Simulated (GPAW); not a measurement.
# BeZn3Te4 (ordered alloy, started on the wurtzite lattice) (P3m1): G0W0 with GPAW, start to end

Aim: the G0W0 gap of BeZn3Te4 (ordered alloy, started on the wurtzite lattice) (P3m1) on PBE, step by step.

Calculated with GPAW 26.7.0; PBE and many-body steps on it, plane waves.

Report form: the programs' logs are mostly left out.

The structure was built from a prototype and need not be the compound's stable phase.

## (1) The starting structure

The structure is trigonal, space group P3m1 (No. 156). Conventional cell: a = 4.071 Å, b = 4.071 Å, c = 13.294 Å, α = 90.00°, β = 90.00°, γ = 120.00°. Be has 4 Te at 2.49 Å nearest. Nearest to Zn lie 4 Te at 2.49 Å. Nearest to Te lie 3 Zn at 2.49 Å and 1 Be at 2.49 Å. Nearest to Te lie 4 Zn at 2.49 Å. Nearest to Zn lie 4 Te at 2.49 Å. Farther neighbours and most contacts between anions are not listed.

The start is a generated structure, not a measured one. The structure type comes from a generator and need not be one that this composition takes. Spin-orbit coupling is left out unless a step names it.

## (2) Relaxation

This step: GPAW 26.7.0; DFT, PBE, plane waves, PAW.

Gaps follow bond lengths, so the structure is brought to rest first.

The input, run.py:

```python
import json
import numpy as np
from gpaw.mpi import world
from ase import Atoms
from ase.constraints import FixSymmetry
from ase.filters import FrechetCellFilter
from ase.optimize import BFGS
from gpaw import GPAW, PW, FermiDirac

atoms = Atoms(['Be', 'Zn', 'Te', 'Te', 'Zn', 'Zn', 'Te', 'Te'],
    cell=[[4.0705620546, 0.0000000000, 0.0000000000],
      [-2.0352810273, 3.5252101469, 0.0000000000],
      [0.0000000000, 0.0000000000, 13.2944556702]],
    scaled_positions=[[0.3333333333, 0.6666666667, 0.0000000000],
      [0.6666666667, 0.3333333333, 0.2500000000],
      [0.3333333333, 0.6666666667, 0.1875000000],
      [0.6666666667, 0.3333333333, 0.4375000000],
      [0.3333333333, 0.6666666667, 0.5000000000],
      [0.6666666667, 0.3333333333, 0.7500000000],
      [0.3333333333, 0.6666666667, 0.6875000000],
      [0.6666666667, 0.3333333333, 0.9375000000]],
    pbc=(True, True, True))
atoms.set_constraint(FixSymmetry(atoms))
atoms.calc = GPAW(mode=PW(700),
    xc='PBE',
    kpts={'size': (6, 6, 2), 'gamma': True},
    occupations=FermiDirac(0.02),
    convergence={'density': 1e-5},
    txt='relax.txt')
steps = []
opt = BFGS(FrechetCellFilter(atoms, mask=[1, 1, 1, 1, 1, 1]), logfile='bfgs.log')
opt.attach(lambda: steps.append([atoms.get_potential_energy(), atoms.cell[:], atoms.positions.copy(), atoms.get_forces()]))
converged = opt.run(fmax=0.03, steps=50)
res = {'converged': bool(converged), 'steps': steps, 'cell': atoms.cell[:], 'frac': atoms.get_scaled_positions()}

if world.rank == 0:
    with open('result.json', 'w') as f:
        json.dump(res, f, default=lambda x: x.tolist())
```

Command:

```sh
mpirun -n 8 gpaw python run.py
```

The job ended after 5 min (8 MPI ranks of Arm Neoverse V1, shared host; peak memory 3.1 GiB).

The steps of the relaxation:

```csv
step,energy less that of the first step (eV),largest force (eV/Å)
1,0.0000,1.4692
2,-0.1545,1.2359
3,-0.8292,0.6577
4,-0.8958,0.8683
5,-0.9886,0.7995
6,-1.0441,0.5348
7,-1.0664,0.2391
8,-1.0706,0.1648
9,-1.0718,0.1348
10,-1.0731,0.0770
11,-1.0739,0.0338
12,-1.0742,0.0352
13,-1.0743,0.0303
14,-1.0745,0.0227
```

The atoms that moved most (Å):

```csv
atom,dx,dy,dz,length
Te3,0.000,0.000,-0.169,0.169
Te8,0.000,0.000,0.147,0.147
Zn6,0.000,0.000,0.116,0.116
Zn2,0.000,0.000,-0.087,0.087
Te4,0.000,0.000,-0.063,0.063
Te7,0.000,0.000,0.040,0.040
Zn5,0.000,0.000,0.011,0.011
```

## (3) Ground state

The ground-state density comes first.

The input, run.py:

```python
import json
import numpy as np
from gpaw.mpi import world
from ase import Atoms
from gpaw import GPAW, PW, FermiDirac

atoms = Atoms(['Be', 'Zn', 'Te', 'Te', 'Zn', 'Zn', 'Te', 'Te'],
    cell=[[4.2688478579, 0.0000000000, 0.0000000000],
      [-2.1344239289, 3.6969306898, 0.0000000000],
      [0.0000000000, 0.0000000000, 14.0487310599]],
    scaled_positions=[[0.3333333333, 0.6666666667, 0.0002863904],
      [0.6666666667, 0.3333333333, 0.2438211511],
      [0.3333333333, 0.6666666667, 0.1754883957],
      [0.6666666667, 0.3333333333, 0.4330124356],
      [0.3333333333, 0.6666666667, 0.5008189212],
      [0.6666666667, 0.3333333333, 0.7582379706],
      [0.3333333333, 0.6666666667, 0.6903514465],
      [0.6666666667, 0.3333333333, 0.9479874031]],
    pbc=(True, True, True))
calc = GPAW(mode=PW(600),
    xc='PBE',
    kpts={'size': (6, 6, 2), 'gamma': True},
    occupations=FermiDirac(0.001),
    nbands=-10,
    convergence={'density': 1e-6, 'bands': -3},
    maxiter=100,
    txt='gs.txt')
atoms.calc = calc
res = {'energy': atoms.get_potential_energy()}
kpts = calc.get_ibz_k_points()
res['kpts'] = kpts
res['eigenvalues'] = [calc.get_eigenvalues(kpt=k) for k in range(len(kpts))]
res['n_electrons'] = calc.get_number_of_electrons()
calc.write('gs.gpw')

if world.rank == 0:
    with open('result.json', 'w') as f:
        json.dump(res, f, default=lambda x: x.tolist())
```

Command:

```sh
mpirun -n 8 gpaw python run.py
```

Elapsed: 53 s, on 8 MPI ranks; peak memory 2.1 GiB.

This step gave:

```
total energy               : -23.42 eV
gap                        : 1.469 eV
k of the valence top       : 0, 0, 0
k of the conduction bottom : 0, 0, 0
least direct gap           : 1.469 eV
```

The gap is direct, at Γ.

## (4) Bands along the symmetry lines

Levels along a band path, at the cheap level, show where the edges lie and whether the meshes to come will hold them.

The input, run.py:

```python
import json
import numpy as np
from gpaw.mpi import world
from gpaw import GPAW

path = [[0.000000, 0.000000, 0.000000],
    [0.062500, 0.000000, 0.000000],
    [0.125000, 0.000000, 0.000000],
    [0.187500, 0.000000, 0.000000],
    [0.250000, 0.000000, 0.000000],
    [0.312500, 0.000000, 0.000000],
    [0.375000, 0.000000, 0.000000],
    [0.437500, 0.000000, 0.000000],
    [0.500000, 0.000000, 0.000000],
    [0.479167, 0.041667, 0.000000],
    [0.458333, 0.083333, 0.000000],
    [0.437500, 0.125000, 0.000000],
    [0.416667, 0.166667, 0.000000],
    [0.395833, 0.208333, 0.000000],
    [0.375000, 0.250000, 0.000000],
    [0.354167, 0.291667, 0.000000],
    [0.333333, 0.333333, 0.000000],
    [0.291667, 0.291667, 0.000000],
    [0.250000, 0.250000, 0.000000],
    [0.208333, 0.208333, 0.000000],
    [0.166667, 0.166667, 0.000000],
    [0.125000, 0.125000, 0.000000],
    [0.083333, 0.083333, 0.000000],
    [0.041667, 0.041667, 0.000000],
    [0.000000, 0.000000, 0.000000],
    [0.000000, 0.000000, 0.062500],
    [0.000000, 0.000000, 0.125000],
    [0.000000, 0.000000, 0.187500],
    [0.000000, 0.000000, 0.250000],
    [0.000000, 0.000000, 0.312500],
    [0.000000, 0.000000, 0.375000],
    [0.000000, 0.000000, 0.437500],
    [0.000000, 0.000000, 0.500000],
    [0.062500, 0.000000, 0.500000],
    [0.125000, 0.000000, 0.500000],
    [0.187500, 0.000000, 0.500000],
    [0.250000, 0.000000, 0.500000],
    [0.312500, 0.000000, 0.500000],
    [0.375000, 0.000000, 0.500000],
    [0.437500, 0.000000, 0.500000],
    [0.500000, 0.000000, 0.500000],
    [0.479167, 0.041667, 0.500000],
    [0.458333, 0.083333, 0.500000],
    [0.437500, 0.125000, 0.500000],
    [0.416667, 0.166667, 0.500000],
    [0.395833, 0.208333, 0.500000],
    [0.375000, 0.250000, 0.500000],
    [0.354167, 0.291667, 0.500000],
    [0.333333, 0.333333, 0.500000],
    [0.291667, 0.291667, 0.500000],
    [0.250000, 0.250000, 0.500000],
    [0.208333, 0.208333, 0.500000],
    [0.166667, 0.166667, 0.500000],
    [0.125000, 0.125000, 0.500000],
    [0.083333, 0.083333, 0.500000],
    [0.041667, 0.041667, 0.500000],
    [0.000000, 0.000000, 0.500000],
    [0.500000, 0.000000, 0.500000],
    [0.500000, 0.000000, 0.437500],
    [0.500000, 0.000000, 0.375000],
    [0.500000, 0.000000, 0.312500],
    [0.500000, 0.000000, 0.250000],
    [0.500000, 0.000000, 0.187500],
    [0.500000, 0.000000, 0.125000],
    [0.500000, 0.000000, 0.062500],
    [0.500000, -0.000000, 0.000000],
    [0.333333, 0.333333, 0.500000],
    [0.333333, 0.333333, 0.437500],
    [0.333333, 0.333333, 0.375000],
    [0.333333, 0.333333, 0.312500],
    [0.333333, 0.333333, 0.250000],
    [0.333333, 0.333333, 0.187500],
    [0.333333, 0.333333, 0.125000],
    [0.333333, 0.333333, 0.062500],
    [0.333333, 0.333333, 0.000000]]
calc = GPAW('gs.gpw').fixed_density(kpts=path,
    symmetry='off',
    nbands=41,
    convergence={'bands': 37},
    txt='bands.txt')
res = {}
kpts = calc.get_ibz_k_points()
res['kpts'] = kpts
res['eigenvalues'] = [calc.get_eigenvalues(kpt=k) for k in range(len(kpts))]
res['n_electrons'] = calc.get_number_of_electrons()

if world.rank == 0:
    with open('result.json', 'w') as f:
        json.dump(res, f, default=lambda x: x.tolist())
```

Command:

```sh
mpirun -n 8 gpaw python run.py
```

Elapsed: 2.5 min, on 8 MPI ranks; peak memory 2.7 GiB; 20 min of CPU time.

Numbers from this step:

* gap: 1.469 eV
* k of the valence top: 0, 0, 0
* k of the conduction bottom: 0, 0, 0
* least direct gap: 1.469 eV

The gap is 1.469 eV, as in the run before at this level.

The electronic bands at the labelled points (eV, zero at the top of the highest filled band):

```csv
point,band 28,band 29,band 30,band 31,band 32,band 33,band 34,band 35
Γ,-0.43,-0.23,0.00,0.00,1.47,1.81,2.31,2.44
halfway,-1.25,-1.07,-0.83,-0.50,2.31,2.68,2.80,3.08
M,-1.75,-1.68,-1.56,-0.94,1.90,2.13,2.25,2.94
halfway,-2.05,-1.68,-1.61,-1.43,2.42,2.73,3.27,3.34
K,-2.50,-2.23,-1.53,-1.35,2.61,2.83,2.90,4.57
halfway,-1.71,-1.52,-0.99,-0.95,2.95,3.12,3.33,3.67
Γ,-0.43,-0.23,0.00,0.00,1.47,1.81,2.31,2.44
halfway,-0.33,-0.33,-0.04,-0.04,1.71,1.94,2.18,2.57
A,-0.23,-0.23,-0.11,-0.11,1.82,1.99,2.37,2.57
halfway,-1.10,-0.89,-0.78,-0.66,2.08,2.48,2.92,3.14
L,-1.70,-1.48,-1.23,-1.12,1.88,2.11,2.34,2.45
halfway,-2.02,-1.95,-1.68,-1.50,2.63,2.89,3.30,3.50
H,-2.14,-2.07,-1.90,-1.83,3.42,3.45,3.45,3.48
halfway,-1.27,-1.15,-1.08,-0.90,2.49,2.94,3.49,3.63
A,-0.23,-0.23,-0.11,-0.11,1.82,1.99,2.37,2.57
jump to L,-1.70,-1.48,-1.23,-1.12,1.88,2.11,2.34,2.45
halfway,-1.83,-1.49,-1.40,-1.00,1.83,2.14,2.34,2.68
M,-1.75,-1.68,-1.56,-0.94,1.90,2.13,2.25,2.94
jump to H,-2.14,-2.07,-1.90,-1.83,3.42,3.45,3.45,3.48
halfway,-2.35,-2.31,-1.67,-1.53,2.87,2.99,3.11,4.13
K,-2.50,-2.23,-1.53,-1.35,2.61,2.83,2.90,4.57
```

## (5) Empty states on the mesh, 3×3×1 mesh, 370 bands

The sums over transitions need many empty states on a uniform mesh; this step solves for them.

The input, run.py:

```python
import json
import numpy as np
from gpaw.mpi import world
from gpaw import GPAW

calc = GPAW('gs.gpw').fixed_density(kpts={'size': (3, 3, 1), 'gamma': True},
    nbands=431,
    convergence={'bands': 370},
    txt='nscf.txt')
calc.write('full.gpw', mode='all')
res = {}
kpts = calc.get_ibz_k_points()
res['kpts'] = kpts
res['eigenvalues'] = [calc.get_eigenvalues(kpt=k) for k in range(len(kpts))]
res['n_electrons'] = calc.get_number_of_electrons()

if world.rank == 0:
    with open('result.json', 'w') as f:
        json.dump(res, f, default=lambda x: x.tolist())
```

Command:

```sh
mpirun -n 8 gpaw python run.py
```

The job ended after 2 min (8 MPI ranks; peak memory 1.8 GiB).

This step gave:

| Quantity | Value |
| --- | --- |
| gap | 1.469 eV |
| k of the valence top | 0, 0, 0 |
| k of the conduction bottom | 0, 0, 0 |
| least direct gap | 1.469 eV |
| k points computed | 3 |
| lowest point of the top converged band, above the valence top | 68.5887 eV |

On this mesh the gap is 1.469 eV.

## (6) Screening and self-energy, 3×3×1 mesh, 167 bands, screening to 48 eV

Now the one-shot GW correction: screening in the RPA, then the self-energy of the levels asked for.

This step: G0W0 on PBE, plane waves, PAW.

The input, run.py:

```python
import json
import numpy as np
from gpaw.mpi import world
from gpaw.response.g0w0 import G0W0

gw = G0W0('full.gpw',
    filename='gw',
    kpts=[0],
    bands=(29, 33),
    ecut=48,
    nbands=167,
    integrate_gamma='WS',
    ppa=True)
gw.calculate()
res = {mode: {k: v for k, v in r.items() if k != 'sigma_eskwn'}
       for mode, r in gw.all_results.items()}

if world.rank == 0:
    with open('result.json', 'w') as f:
        json.dump(res, f, default=lambda x: x.tolist())
```

Command:

```sh
mpirun -n 8 gpaw python run.py
```

Run time: 22 s. Hardware: 8 MPI ranks; peak memory 3.5 GiB.

This step gave:

```
G0W0 gap on the points computed              : 2.575 eV
least direct G0W0 gap on the computed points : 2.575 eV
Z at the valence top                         : 0.7924
Z at the conduction bottom                   : 0.8003
starting gap on the mesh                     : 1.469 eV
k of the valence top                         : 0, 0, 0
k of the conduction bottom                   : 0, 0, 0
```

The gap on the mesh goes from 1.47 eV to 2.58 eV, a correction of +1.11 eV.

Limits: finite bands, cutoff and mesh; no spin-orbit coupling; coarse k mesh. v1 is the top filled band, c1 the lowest empty one. The levels before and after the correction (eV, zero at the valence-band top of each column):

```csv
,conduction bottom,valence top
Kohn-Sham,1.47,0.00
G0W0,2.58,0.00
```

```csv
,level,energy (eV)
Kohn-Sham,Γ v2-v1,0.000
Kohn-Sham,Γ c1,1.469
Kohn-Sham,Γ c2,1.814
G0W0,Γ v2-v1,0.000
G0W0,Γ c1,2.575
G0W0,Γ c2,2.654
```

## (7) Where the time went

Times are wall times on 8 MPI ranks of Arm Neoverse V1, shared host, good to a factor of about two.

```csv
step,time,share,memory (GiB)
relaxation,5 min,47 %,3.1
ground state,53 s,8 %,2.1
bands along the symmetry lines,2.5 min,23 %,2.7
empty states on the mesh,2 min,18 %,1.8
screening and self-energy,22 s,3 %,3.5
```

## (8) Results

| Property | Result |
| --- | --- |
| PBE gap | 1.47 eV, direct |
| G0W0 gap on the mesh | 2.58 eV |
| GW settings | 3×3×1 mesh, 167 bands, screening to 48 eV, Godby-Needs plasmon pole |
| known limits | not at the basis limit; no spin-orbit coupling; coarse k mesh |

In words: G0W0 moves the gap on the mesh from 1.47 eV to 2.58 eV (+1.11 eV), with Z of 0.79 and 0.80 at the edges. Only 1 of the mesh's irreducible points was corrected, so a valley elsewhere could overtake. The dearest step here is «relaxation». Bands and cutoff are finite, so the gap is not at the basis limit. The miss can reach some tenths of an eV and take either sign; the mesh is an error of its own. These stock PAW sets were not made for GW; the filled d or f shell of Te lies in the frozen core, which bears on start and correction. In the G0W0 run levels were corrected at 1 k point alone, so a gap called «on the mesh» is the least over those, and an edge elsewhere would be missed. The 3×3×1 mesh is coarse for this cell, which bears on the long-range parts of exchange and screening. The many-body steps are scalar-relativistic: spin-orbit coupling is not in them.

[Paths, hosts, dates, memory and timing lines, banners, echoed tables and standing remarks are left out of the program output.]

[Logs are printed without paths, hosts, clocks, repeated set-up lines and the standing remarks that a program may print on its own settings, such as how far it seeks lower states.]

[Runs of the session that timed out or met a known fault of the program may be left out.]

[Hosts, paths, dates, database ids (printed as entryN), source tags and the programs' standing remarks are cut or masked in the printed files.]
